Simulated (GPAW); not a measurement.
# Near-edge structure at the Ti K edge of TiSi2 (Cmcm), part 4 of 4

Aim: the dependence of the Ti K near-edge features of TiSi2 (Cmcm) on volume.

GPAW 26.7.0; X-ray absorption from dipole matrix elements to empty bands, plane-wave PAW LDA.

So far. Step 10 (Spectrum with XCH, Ti atom 1): The scaled spectrum changes by 5 % r.m.s. The highest intensity below 24 eV goes from 22.0 eV (1.76) to 21.4 eV (1.73).

## Step 12: Spectrum with XCH, Ti atom 1

Shorter bonds are expected to push antibonding states and scattering resonances up, and longer ones down; the cell is scaled to test that.

Changed against the first core-hole run: volume scale from 1 to 1.06.

xas.py reads:

```python
import numpy as np
from ase import Atoms
from ase.parallel import parprint, paropen
from gpaw import GPAW, PW, FermiDirac, Mixer, MixerDif, setup_paths
from gpaw.test import gen
setup_paths.insert(0, '.')
gen('Ti', name='fch1s', xcname='LDA', corehole=(1, 0, 1), write_xml=True)
from gpaw.mpi import world
world.barrier()

atoms = Atoms('Ti4Si8',
    cell=[[3.59944743, 0, 3.63509709],
     [-3.59944743, 0, 3.63509709],
     [1.79972372, -6.89185012, 0]],
    scaled_positions=[[0.57344096, 0.67655904, 0.20623616],
     [0.07344096, 0.17655904, 0.20623616],
     [0.42655904, 0.32344096, 0.79376384],
     [0.92655904, 0.82344096, 0.79376384],
     [0.24984259, 0.00015741, 0.50062964],
     [0.74984259, 0.50015741, 0.50062964],
     [0.75015741, 0.99984259, 0.49937036],
     [0.25015741, 0.49984259, 0.49937036],
     [0.40412572, 0.84587428, 0.8834971],
     [0.90412572, 0.34587428, 0.8834971],
     [0.59587428, 0.15412572, 0.1165029],
     [0.09587427, 0.65412572, 0.1165029]],
    pbc=True)
atoms.calc = calc = GPAW(legacy_gpaw=True, mode=PW(430, force_complex_dtype=True), xc='LDA', setups={0: 'fch1s'},
    kpts={'size': (5, 5, 4), 'gamma': True}, occupations=FermiDirac(0.1),
    charge=-1, mixer=Mixer(0.1, 5, 50), maxiter=150,
    convergence={'density': 0.0001, 'eigenstates': 1e-6}, txt='scf.txt')
energy = atoms.get_potential_energy() + calc.get_reference_energy()
ef = calc.get_fermi_level()
out = dict(energy=energy, fermi=ef, forces=atoms.get_forces().tolist())
parprint(f'all-electron energy {energy:.4f} eV, Fermi level {ef:.4f} eV')
ev = np.array([[calc.get_eigenvalues(k, s) for k in range(len(calc.get_ibz_k_points()))] for s in range(calc.get_number_of_spins())])
out['homo'], out['lumo'], out['counts'] = ev[ev < ef].max(), ev[ev > ef].min(), sorted(set((ev < ef).sum((0, 2)).tolist()))
out['filled'] = (ev[:, 0] < ef).sum(1).tolist()

from ase.units import Ha
from gpaw.xas import dipole_matrix_elements
nb = int(calc.get_number_of_electrons() / 2) + 130
top, nb = nb, nb + 8 + nb // 12
nscf = calc.fixed_density(kpts={'size': (7, 7, 5), 'gamma': True}, nbands=nb,
    convergence={'bands': top, 'eigenstates': 5e-3}, maxiter=60, txt='nscf.txt')
cell = atoms.cell.array
ops = [cell.T @ U.T @ np.linalg.inv(cell.T) for U in nscf.wfs.kd.symmetry.op_scc]
E = np.arange(-6, 34, 0.1)
fwhm = np.interp(E, [4, 25], [0.94, 3.5])
Y, X, zero, highest = 0, 0, 1e9, 1e9
for spin in range(nscf.get_number_of_spins()):
    wfs = nscf.wfs
    mine = wfs.bd.get_slice()  # this rank's bands
    A = dipole_matrix_elements(wfs.setups[0])
    eps = np.zeros((wfs.kd.nibzkpts, nb))
    d = np.zeros((3, A.shape[1], wfs.kd.nibzkpts, nb), complex)
    for kpt in wfs.kpt_u:
        if kpt.s == spin and 0 in kpt.P_ani:
            eps[kpt.k, mine] = kpt.eps_n * Ha
            d[:, :, kpt.k, mine] = (kpt.weight * wfs.nspins / 2) ** 0.5 * np.inner(A, kpt.P_ani[0])
    world.sum(eps)
    world.sum(d)
    T = np.einsum('amkn,bmkn->abkn', d, d.conj()).real
    T = sum(np.einsum('ai,ijkn,bj->abkn', R, T, R) for R in ops) / len(ops)
    empty = eps > ef
    zero, highest = min(zero, eps[empty].min()), min(highest, eps[:, top - 1].min())
    lines = [(eps, T, empty)] if spin == 0 else lines + [(eps, T, empty)]
for eps, T, empty in lines:
    f = np.einsum('aakn->akn', T).reshape(3, -1)
    x = eps.ravel() - zero
    w = np.interp(x, E, fwhm) / 2.35482
    g = np.exp(-0.5 * ((E[:, None] - x) / w) ** 2) / (w * (2 * np.pi) ** 0.5)
    Y = Y + (f * empty.ravel()) @ g.T
    X = X + (f * ~empty.ravel()) @ g.T
out.update(E=E.round(2).tolist(), xas=Y.tolist(), xes=X.tolist(), zero=zero, valid=highest - zero, nk=len(eps), nb=nb)
for i in range(0, len(E), 10):
    parprint(f'{E[i]:7.2f}', *(f'{v:10.3e}' for v in Y[:, i]))
import json
with paropen('out.json', 'w') as f:
    json.dump(out, f)
```

The run is started by

```
$ OMP_NUM_THREADS=1 mpirun -n 4 gpaw python xas.py
```

Numbers of over 12 decimals in the logs are rounded to 6 here.

The log of the run:

```text
Input parameters:
  charge: -1
  convergence: {density: 0.0001,
                eigenstates: 1e-06}
  kpts: {gamma: True,
         size: (5, 5, 4)}
  maxiter: 150
  mixer: {backend: pulay,
          beta: 0.1,
          method: separate,
          nmaxold: 5,
          weight: 50}
  mode: {ecut: 430.0,
         force_complex_dtype: True,
         name: pw}
  occupations: {fixmagmom: False,
[...]
*d    :     0.333350
--------------------------------

Diagonalizing with gridspacing h=0.050

state   all-electron     PAW
-------------------------------
3s:      -2.983269    -2.983558
3p:      -2.108060    -2.108705
3d:      -0.666650    -0.667242
*f:                   -0.026873
-------------------------------
all-electron energy -150680.1030 eV, Fermi level 9.1506 eV
[...]
32.00  3.272e-07  3.508e-07  2.822e-07
  33.00  3.163e-07  3.277e-07  2.733e-07
[key lines of the parts left out:]
Converged after 22 iterations.
Dipole moment: (0.083332, -0.123805, -0.035580) |e|*Ang
Free energy:    -97.029913
Fermi level: 9.15057
```

It took 3.2 min on 4 MPI ranks of AMD EPYC 9R14 (Zen 4), shared host; peak memory 0.91 GiB; 13 min of CPU time.

| E (eV) | first run | this run |
| --- | --- | --- |
| -2.0 | 0.00 | 0.00 |
| -1.0 | 0.00 | 0.00 |
| 0.0 | 0.11 | 0.11 |
| 1.0 | 0.46 | 0.44 |
| 2.0 | 0.54 | 0.53 |
| 3.0 | 0.76 | 0.72 |
| 4.0 | 1.03 | 0.96 |
| 5.0 | 1.02 | 0.93 |
| 6.0 | 1.04 | 1.00 |
| 7.0 | 1.09 | 1.09 |
| 8.0 | 1.15 | 1.19 |
| 9.0 | 1.24 | 1.22 |
| 10.0 | 1.12 | 1.00 |
| 11.0 | 0.87 | 0.79 |
| 12.0 | 0.77 | 0.78 |
| 13.0 | 0.87 | 0.95 |
| 14.0 | 1.08 | 1.17 |
| 15.0 | 1.23 | 1.23 |
| 16.0 | 1.23 | 1.19 |
| 17.0 | 1.18 | 1.17 |
| 18.0 | 1.18 | 1.26 |
| 19.0 | 1.31 | 1.46 |
| 20.0 | 1.53 | 1.64 |
| 21.0 | 1.71 | 1.70 |
| 22.0 | 1.76 | 1.65 |
| 23.0 | 1.73 | 1.56 |
| 24.0 | 1.65 | 1.47 |
| 25.0 | 1.56 | 1.37 |
| 26.0 | 1.48 | 1.27 |
| 27.0 | 1.39 | 1.15 |
| 28.0 | 1.27 | 1.03 |
| 29.0 | 1.13 | 0.91 |
| 30.0 | 0.99 | 0.81 |

The scaled spectrum changes by 10 % r.m.s. The highest intensity below 24 eV goes from 22.0 eV (1.76) to 20.9 eV (1.70).

The photon energy of the zero moves by +0.15 eV.

## Step 13: The volumes side by side

| volume | nearest distance (Å) | shift of the zero (eV) | maximum 1 (eV above own zero) | maximum 2 (eV above own zero) | maximum 3 (eV above own zero) | maximum 4 (eV above own zero) |
| --- | --- | --- | --- | --- | --- | --- |
| 0.94 | 2.528 | -0.18 | 4.5 | 9.5 | 16.1 | 23.2 |
| 0.97 | 2.555 | -0.09 | 4.4 | 9.3 | 15.8 | 22.6 |
| 1 | 2.581 | +0.00 | 4.3 | 9.0 | 15.5 | 22.0 |
| 1.03 | 2.606 | +0.08 | 4.2 | 8.8 | 15.2 | 21.4 |
| 1.06 | 2.632 | +0.15 | 4.1 | 8.6 | 14.9 | 20.9 |

The curves, each shifted by its zero's change so that they share one photon-energy axis, counted from the zero at V × 1:

| E (eV) | V × 0.94 | V × 0.97 | V × 1 | V × 1.03 | V × 1.06 |
| --- | --- | --- | --- | --- | --- |
| -2.0 | 0.00 | 0.00 | 0.00 | 0.00 | 0.00 |
| -1.0 | 0.00 | 0.00 | 0.00 | 0.00 | 0.00 |
| 0.0 | 0.16 | 0.13 | 0.11 | 0.09 | 0.07 |
| 1.0 | 0.53 | 0.49 | 0.46 | 0.43 | 0.40 |
| 2.0 | 0.59 | 0.56 | 0.54 | 0.52 | 0.50 |
| 3.0 | 0.83 | 0.79 | 0.76 | 0.72 | 0.69 |
| 4.0 | 1.12 | 1.08 | 1.03 | 0.99 | 0.95 |
| 5.0 | 1.12 | 1.07 | 1.02 | 0.97 | 0.93 |
| 6.0 | 1.10 | 1.07 | 1.04 | 1.01 | 0.98 |
| 7.0 | 1.11 | 1.10 | 1.09 | 1.08 | 1.08 |
| 8.0 | 1.14 | 1.14 | 1.15 | 1.16 | 1.17 |
| 9.0 | 1.21 | 1.23 | 1.24 | 1.24 | 1.24 |
| 10.0 | 1.16 | 1.15 | 1.12 | 1.08 | 1.05 |
| 11.0 | 0.95 | 0.91 | 0.87 | 0.84 | 0.81 |
| 12.0 | 0.79 | 0.78 | 0.77 | 0.77 | 0.77 |
| 13.0 | 0.83 | 0.84 | 0.87 | 0.89 | 0.92 |
| 14.0 | 1.00 | 1.04 | 1.08 | 1.11 | 1.14 |
| 15.0 | 1.18 | 1.21 | 1.23 | 1.23 | 1.23 |
| 16.0 | 1.24 | 1.24 | 1.23 | 1.21 | 1.20 |
| 17.0 | 1.20 | 1.19 | 1.18 | 1.17 | 1.17 |
| 18.0 | 1.15 | 1.16 | 1.18 | 1.21 | 1.24 |
| 19.0 | 1.19 | 1.25 | 1.31 | 1.37 | 1.43 |
| 20.0 | 1.37 | 1.46 | 1.53 | 1.59 | 1.62 |
| 21.0 | 1.60 | 1.67 | 1.71 | 1.72 | 1.70 |
| 22.0 | 1.75 | 1.77 | 1.76 | 1.72 | 1.66 |
| 23.0 | 1.79 | 1.77 | 1.73 | 1.66 | 1.58 |
| 24.0 | 1.77 | 1.72 | 1.65 | 1.57 | 1.48 |
| 25.0 | 1.72 | 1.64 | 1.56 | 1.47 | 1.38 |
| 26.0 | 1.66 | 1.57 | 1.48 | 1.38 | 1.28 |
| 27.0 | 1.59 | 1.49 | 1.39 | 1.28 | 1.17 |
| 28.0 | 1.50 | 1.38 | 1.27 | 1.15 | 1.05 |
| 29.0 | 1.37 | 1.25 | 1.13 | 1.02 | 0.92 |
| 30.0 | 1.22 | 1.10 | 0.99 | 0.89 | 0.82 |

## Step 14: What came out

```yaml
absorber_and_edge: Ti K, atom 1 of the ground-state input (counted from 1)
surroundings: 4 Si at 2.58 Å, 4 Si at 2.66 Å and 2 Si at 2.81 Å (10-fold, site symmetry m2m)
highest_intensity_below_24_ev: 22.0 eV above the zero, height 1.76
photon_energy_of_the_zero_with_the_added_terms: 4947.2 eV (raw 4969.9 eV; LDA puts this hole about 13 eV below PBE, itself good to a few eV)
```

In words: From V × 0.94 to V × 1.06 the nearest distance grows by 0.103 Å and the zero moves by +0.33 eV. Above their own zero, the maxima move from 4.5 to 4.1 eV, from 9.5 to 8.6 eV, from 16.1 to 14.9 eV and from 23.2 to 20.9 eV. The one highest in energy moves most, in the direction that the rule ΔE·R² ≈ constant for scattering resonances gives. The Ti K edge of atom 1, with 4 Si at 2.58 Å, 4 Si at 2.66 Å and 2 Si at 2.81 Å (10-fold, site symmetry m2m), has its highest intensity of the first 24 eV at 22.0 eV above the zero, near 4969 eV in photon energy (LDA puts this hole about 13 eV below PBE, itself good to a few eV), 1.8 times the mean level of the first 20 eV (Gaussian full width 0.94 eV up to 4 eV, rising linearly to 3.5 eV at 25 eV). At the Ti K edge of atom 1 polarisation matters most near 8.4 eV, where the curves differ by 0.6 on this scale. Quadrupole 1s→3d transitions, which feed the pre-edge, are not in the dipole spectrum. The holes are only 5.0 Å apart, so the shape is probably not converged with cell size; no larger cell was run here. Lifetime broadening is put in by hand, and intensities beyond about 20 eV depend on it and on the partial waves. The structure is a computed Materials Project entry and may be a hypothetical form.

[Banner, clock and machine lines of the logs are left out without a mark of their own.]

[Logs are printed without paths, hosts, clocks, repeated set-up lines and the standing remarks that a program may print on its own settings, such as how far it seeks lower states.]

[Hosts, paths, dates, database ids (printed as entryN), source tags and the programs' standing remarks are cut or masked in the printed files.]

[Lists of maxima count a maximum above −3 eV only where it reaches 4 % of the highest in the window and stands out from its surroundings by 2 % of it (1.5 % where it reaches 55 %); shoulders and weaker maxima are passed over, and of the rest the first, up to two pre-edge ones and the few strongest are named.]
